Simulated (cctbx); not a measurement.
**Which space group?**

Cell: a = 16.0210 Å, b = 7.9730 Å, c = 11.0990 Å, α = 90.00°, β = 98.91°, γ = 90.00°. Expected content of the cell: Sm12 I4 Te32 Si8.

Simulated single-crystal data (cctbx): Cu Kα, λ = 1.54184 Å, to d = 0.83 Å, 95 % of the full sphere, strongest reflection 40000 counts, noise from counting, a 6 % proportional error and a noise floor of 4 counts (s.d.); no absorption, some extinction.

A first pass over the reflections prints:

```text
9753 reflections to d = 0.830 A
centring   violations  <I/sigma> of those
    A       2015 of  4865      5.5
    B       2015 of  4863      5.5
    C          0 of  4902      0.0
    I       2023 of  4895      5.6
    R       2815 of  6505      5.8
    F       2015 of  7315      3.7
Laue class    unique    Rint  (classes that these axes allow; Friedel mates merged)
C 1 2/m 1        1382   0.045
space group    extra absences  I>4sigma  <I/sigma>
C 1 2 1                 0          0         -  acentric
C 1 m 1                 0          0         -  acentric
C 1 c 1               190          0       0.1  acentric
C 1 n 1               190          0       0.1  acentric
C 1 2/m 1               0          0         -  centric
C 1 2/c 1             190          0       0.1  centric
C 1 2/n 1             190          0       0.1  centric
Wilson B = 1.11 A^2   <|E^2-1|> = 0.934 (0.968 centric, 0.736 acentric)   E^2>4: 3.8 %
shell (A)         n   <I/sigma>
10.97 - 1.66    188     19.6
 1.66 - 1.32    169     20.4
 1.32 - 1.15    174     20.6
 1.15 - 1.05    178     19.9
 1.05 - 0.97    165     19.7
 0.97 - 0.91    173     18.7
 0.91 - 0.87    167     19.6
 0.87 - 0.83    168     17.8
```

**Question.** What are the lattice type, the Laue class and the likely space group?

The reflections that C centring forbids are absent (⟨I/σ⟩ near 0), so the lattice is C.

Only C 1 2/m 1 fits these axes (Rint 0.045); a search for a hidden higher lattice was not made.

7 settings pass the absence test. The most absences obeyed, 190, belong to C 1 c 1, C 1 n 1, C 1 2/c 1 and C 1 2/n 1, which absences can't tell apart.

⟨|E²−1|⟩ = 0.934 leans to a centrosymmetric structure. The Wilson B of 1.11 Å² means U ≈ 0.0141 Å².

The true group is C2/c (no. 15), Laue class 2/m, centrosymmetric. The tables only narrow the choice to the tied entries; cell content, site symmetry and trial solutions must settle it.

This is a model crystal, built by substitution and not relaxed, with assumed displacement parameters.

[Logs are printed without paths, hosts, clocks, repeated set-up lines and the standing remarks that a program may print on its own settings, such as how far it seeks lower states.]
